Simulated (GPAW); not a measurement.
# P2Ir (P2_1/c): G0W0 with GPAW, start to end, part 2 of 2

Aim: the G0W0 gap of P2Ir (P2_1/c) on LDA, step by step.

GPAW 26.7.0; LDA and many-body steps on it, plane waves. Known limits of the many-body steps: not at the basis limit; no spin polarisation; d states lean on the start; no spin-orbit coupling; coarse k mesh.

So far. Step 2 (Ground state): The gap is indirect, with the least direct gap 0.91 eV higher. The pressure of -6 GPa says that this functional would shrink the cell; it is kept. Step 3 (Bands along the symmetry lines): The gap is 0.609 eV, as in the run before at this level.

### 4. Empty states on the mesh, 4×2×4 mesh, 228 bands

Level of this step: DFT, LDA, plane waves, PAW (GPAW).

The sums over transitions need many empty states on a uniform mesh; this step solves for them.

run.py

```python
import json
import numpy as np
from gpaw.mpi import world
from gpaw import GPAW

calc = GPAW('gs.gpw').fixed_density(kpts={'size': (4, 2, 4), 'gamma': True},
    nbands=266,
    convergence={'bands': 228},
    update_fermi_level=True,
    txt='nscf.txt')
calc.write('full.gpw', mode='all')
res = {}
kpts = calc.get_ibz_k_points()
res['kpts'] = kpts
res['eigenvalues'] = [calc.get_eigenvalues(kpt=k) for k in range(len(kpts))]
res['n_electrons'] = calc.get_number_of_electrons()

if world.rank == 0:
    with open('result.json', 'w') as f:
        json.dump(res, f, default=lambda x: x.tolist())
```

The run is started by

```sh
$ mpirun -n 8 gpaw python run.py
```

Numbers of over 12 decimals in the logs are rounded to 6 here.

What it wrote:

```text
Diagonalizing LCAO Hamiltonian
Converting LCAO to pw mode
convergence criteria:
- Maximum integral of absolute [eigenst]ate change: 4e-08 eV^2 / valence electron
maximum number of iterations: 100

SCF iterations
|iter     |     time |      energy | eigst |  dens |
|iter:   1|  |             | +3.70 |       |
|iter:   2|  |             | +2.51 |       |
|iter:   3|  |             | +1.41 |       |
[...]
|iter:  19|  |             | -6.73 |       |
|iter:  20|  |             | -7.14 |       |
|iter:  21|  |             | -7.53c|       |
SCF steps: 21
  __  _  _
 | _ |_)|_||  |
 |__||  | ||/\| - 26.7.0

Input parameters:
  mode=PW(ecut=450.000000),
  convergence={'bands': 228},
  gpts=array([30, 30, 30]),
  kpts=MonkhorstPack(size=(4, 2, 4), gamma=True),
  maxiter=100,
  nbands=266,
  occupations=Occupations(name='fermi-dirac', width=0.001, fixmagmom=False),
  parallel={},
  xc=XC(name='LDA')
# Writing to full.gpw (mode='all')
  [... matrices ...]

timing:  # [seconds]
  Total: 0.166  # ━━━━━━━━━━━━━━━━━━━━━━━━━━━━━━━━━━━━━━━━━━━━━━━━━━━━━━━━━━━
```

Elapsed: 2.5 min, on 8 MPI ranks of Arm Neoverse V2, shared host; peak memory 2 GiB.

This step gave:

```
gap                                                           : 0.6092 eV
k of the valence top                                          : 0.5, 0.5, 0.5
k of the conduction bottom                                    : 0, 0, 0
least direct gap                                              : 1.517 eV
k points computed                                             : 20
lowest point of the top converged band, above the valence top : 46.23 eV
```

On this mesh the gap is 0.609 eV.

### 5. Screening and self-energy, 4×2×4 mesh, 218 bands, screening to 65 eV

G0W0 replaces the xc potential by the self-energy, built once from these orbitals. Only a window of levels is corrected, while the sums run over the empty bands that the input names.

This step: G0W0 on LDA, plane waves, PAW.

run.py

```python
import json
import numpy as np
from gpaw.mpi import world
from gpaw.response.g0w0 import G0W0

gw = G0W0('full.gpw',
    filename='gw',
    kpts=[0, 5, 19],
    bands=(48, 52),
    ecut=65,
    nbands=218,
    integrate_gamma='WS',
    ppa=True)
gw.calculate()
res = {mode: {k: v for k, v in r.items() if k != 'sigma_eskwn'}
       for mode, r in gw.all_results.items()}

if world.rank == 0:
    with open('result.json', 'w') as f:
        json.dump(res, f, default=lambda x: x.tolist())
```

The run is started by

```sh
$ mpirun -n 8 gpaw python run.py
```

What it wrote:

```text
Using integrator: PointIntegrator
FrequencyGridDescriptor(from 0.000+0.000j to 0.000+27.211j eV, 2 points)
Nonperiodic BCs:  [False False False]
Using integrator: PointIntegrator
FrequencyGridDescriptor(from 0.000+0.000j to 0.000+27.211j eV, 2 points)
Nonperiodic BCs:  [False False False]
  ___  _ _ _
 |   || | | |
 | | || | | |
 |__ ||_____|
 |___|

BZ k-points: Symmetries present (total): 2

  [... matrices ...]
32 k-points: 4 x 2 x 4 Monkhorst-Pack grid + [1/8,1/4,1/8]
20 k-points in the irreducible part of the Brillouin zone
       k-points in crystal coordinates                weights
   0:     0.00000000    0.00000000    0.00000000          1/32
   1:     0.00000000    0.00000000    0.25000000          2/32
   2:     0.00000000    0.00000000    0.50000000          1/32
   3:     0.00000000    0.50000000    0.00000000          1/32
   4:     0.00000000    0.50000000    0.25000000          2/32
   5:     0.00000000    0.50000000    0.50000000          1/32
   6:     0.25000000    0.00000000   -0.25000000          2/32
   7:     0.25000000    0.00000000    0.00000000          2/32
   8:     0.25000000    0.00000000    0.25000000          2/32
   9:     0.25000000    0.00000000    0.50000000          2/32
          ...
  19:     0.50000000    0.50000000    0.50000000          1/32

Distributing spins, k-points and bands (1 x 3 x 4) over 8 processes
Number of blocks: 1

Quasi particle states:
k-points (IBZ indices): [0, 5, 19]
Band range: (48, 52)
  [... matrices ...]
Computational parameters:
Plane wave cut-off: 65 eV
Number of bands: 218
Coulomb cutoff: None
Broadening: 0.1 eV

fxc modes: GW
Kernel: RPA
Using Godby-Needs plasmon-pole approximation:
  Fitting energy: i*E0, E0 = 1.000 Hartree
Summing all q:

Calculating screened Coulomb potential
No Coulomb truncation
FrequencyGridDescriptor(from 0.000+0.000j to 0.000+27.211j eV, 2 points)
Removing empty qpoint cache files...

Calculating chi0 body with:
    Ground state adapter containing:
    Number of spins: 1
    Number of kpoints: 32
    Number of irreducible kpoints: 20
    Number of completely occupied states: 50
    Number of partially occupied states: 50
    Occupied states memory: 20.599365234375 M / cpu

    Linear response parametrization:
    q_c: [0.0, 0.0, 0.0]
    Number of frequency points: 2
    Planewave cutoff: 65.0
    Number of bands: 218
    Number of planewaves: 225
    Broadening (eta): 1e-06
    comm.size: 8
    kncomm.size: 8
    blockcomm.size: 1

    Memory estimate of potentially large arrays:
        chi0_wGG: 1.544952 M / cpu
Integrating chi0 body.

Symmetries of q_c:
    Direct symmetries (Uq -> q): 2
    Indirect symmetries (TUq -> q): 0
In total 2 allowed symmetries.

  [... matrices ...]
20 groups of equivalent kpoints. 37.5% reduction.

Integral kind: response function
Integrating chi0 head and wings.

Symmetries of q_c:
    Direct symmetries (Uq -> q): 2
    Indirect symmetries (TUq -> q): 0
In total 2 allowed symmetries.

  [... matrices ...]
20 groups of equivalent kpoints. 37.5% reduction.

Integral kind: response function wings

Calculating chi0 body with:
    Ground state adapter containing:
    Number of spins: 1
    Number of kpoints: 32
    Number of irreducible kpoints: 20
    Number of completely occupied states: 50
    Number of partially occupied states: 50
    Occupied states memory: 20.599365234375 M / cpu

    Linear response parametrization:
[... the further q-points ...]

Results:
f:      Occupation numbers
eps:     KS-eigenvalues [eV]
vxc:     KS vxc [eV]
exx:     Exact exchange [eV]
sigma:   Self-energies [eV]
dsigma:  Self-energy derivatives
Z:       Renormalization factors
qp:      QP-energies [eV]

k-point 0 (0): (0.000, 0.000, 0.000)                GW
band       f     eps     vxc     exx   sigma  dsigma       Z      qp
                                                                   GW
  48   1.000   8.159 -22.416 -24.742   3.207  -0.266   0.790   8.854
  49   1.000   8.281 -22.320 -24.777   3.320  -0.271   0.787   8.960
  50   0.000  10.189 -20.972 -17.717  -1.957  -0.258   0.795  11.220
  51   0.000  10.993 -16.897 -12.833  -2.993  -0.260   0.794  11.844

k-point 1 (5): (0.000, 0.500, 0.500)                GW
band       f     eps     vxc     exx   sigma  dsigma       Z      qp
                                                                   GW
  48   1.000   9.460 -18.380 -19.829   2.048  -0.251   0.799   9.939
  49   1.000   9.460 -18.380 -19.829   2.048  -0.251   0.799   9.939
  50   0.000  10.978 -21.404 -17.836  -2.235  -0.258   0.795  12.038
  51   0.000  10.978 -21.404 -17.836  -2.235  -0.258   0.795  12.038

k-point 2 (19): (0.500, 0.500, 0.500)                GW
band       f     eps     vxc     exx   sigma  dsigma       Z      qp
                                                                   GW
  48   1.000   9.580 -16.149 -17.031   1.373  -0.246   0.803   9.974
  49   1.000   9.580 -16.149 -17.031   1.373  -0.246   0.803   9.974
  50   0.000  11.208 -22.611 -18.546  -2.558  -0.252   0.799  12.411
  51   0.000  11.208 -22.611 -18.546  -2.558  -0.252   0.799  12.411
```

The job ended after 4.6 min (8 MPI ranks; peak memory 3.8 GiB).

This step gave:

| Item | Value |
| --- | --- |
| G0W0 gap on the points computed | 1.246 eV |
| least direct G0W0 gap on the computed points | 2.099 eV |
| Z at the valence top | 0.8029 |
| Z at the conduction bottom | 0.7946 |
| starting gap on the mesh | 0.6092 eV |
| k of the valence top | 0.5, 0.5, 0.5 |
| k of the conduction bottom | 0, 0, 0 |

The gap on the mesh goes from 0.61 eV to 1.25 eV, a correction of +0.64 eV.

Limits: finite bands, cutoff and mesh; no spin polarisation; d states lean on the start; no spin-orbit coupling; coarse k mesh. v1 is the top filled band, c1 the lowest empty one. The levels before and after the correction (eV, zero at the valence-band top of each column):

|  | conduction bottom | valence top |
| --- | --- | --- |
| Kohn-Sham | 0.61 | 0.00 |
| G0W0 | 1.25 | 0.00 |

|  | level | energy (eV) |
| --- | --- | --- |
| Kohn-Sham | Γ v2 | -1.422 |
| Kohn-Sham | Γ v1 | -1.299 |
| Kohn-Sham | Γ c1 | 0.609 |
| Kohn-Sham | Γ c2 | 1.413 |
| Kohn-Sham | (0.5 0.5 0.5) v2-v1 | 0.000 |
| Kohn-Sham | (0.5 0.5 0.5) c1-c2 | 1.628 |
| G0W0 | Γ v2 | -1.120 |
| G0W0 | Γ v1 | -1.014 |
| G0W0 | Γ c1 | 1.246 |
| G0W0 | Γ c2 | 1.870 |
| G0W0 | (0.5 0.5 0.5) v2-v1 | 0.000 |
| G0W0 | (0.5 0.5 0.5) c1-c2 | 2.437 |

### 6. Where the time went

Times are wall times on 8 MPI ranks of Arm Neoverse V2, shared host, good to a factor of about two.

| step | time | share | memory (GiB) |
| --- | --- | --- | --- |
| ground state | 64 s | 11 % | 1.7 |
| bands along the symmetry lines | 87 s | 15 % | 2.2 |
| empty states on the mesh | 2.5 min | 26 % | 2.0 |
| screening and self-energy | 4.6 min | 48 % | 3.8 |

### 7. What came out

| Item | Value |
| --- | --- |
| LDA gap | 0.61 eV, indirect |
| G0W0 gap on the mesh | 1.25 eV |
| GW settings | 4×2×4 mesh, 218 bands, screening to 65 eV, Godby-Needs plasmon pole |
| known limits | not at the basis limit; no spin polarisation; d states lean on the start; no spin-orbit coupling; coarse k mesh |

What this shows: G0W0 moves the gap on the mesh from 0.61 eV to 1.25 eV (+0.64 eV), with Z of 0.80 and 0.79 at the edges. Only 3 of the mesh's irreducible points were corrected, so a valley elsewhere could overtake. The dearest step here is «screening and self-energy». Bands and cutoff are finite, so the gap is not at the basis limit. The miss can reach some tenths of an eV and take either sign; the mesh is an error of its own. These stock PAW sets were not made for GW. In the G0W0 run levels were corrected at 3 k points alone, so a gap called «on the mesh» is the least over those, and an edge elsewhere would be missed. The 4×2×4 mesh is coarse for this cell, which bears on the long-range parts of exchange and screening. The runs have no spin polarisation. For a closed low-spin shell that is the natural state; where a d or f shell is open it is a constraint, and the gap is then not the crystal's own. With d states at the gap, one-shot GW leans hard on its start. The many-body steps are scalar-relativistic: spin-orbit coupling is not in them.

[Paths, hosts, dates, memory and timing lines, banners, echoed tables and standing remarks are left out of the program output.]

[Logs are printed without paths, hosts, clocks, repeated set-up lines and the standing remarks that a program may print on its own settings, such as how far it seeks lower states.]

[Runs of the session that timed out or met a known fault of the program may be left out.]

[Hosts, paths, dates, database ids (printed as entryN), source tags and the programs' standing remarks are cut or masked in the printed files.]
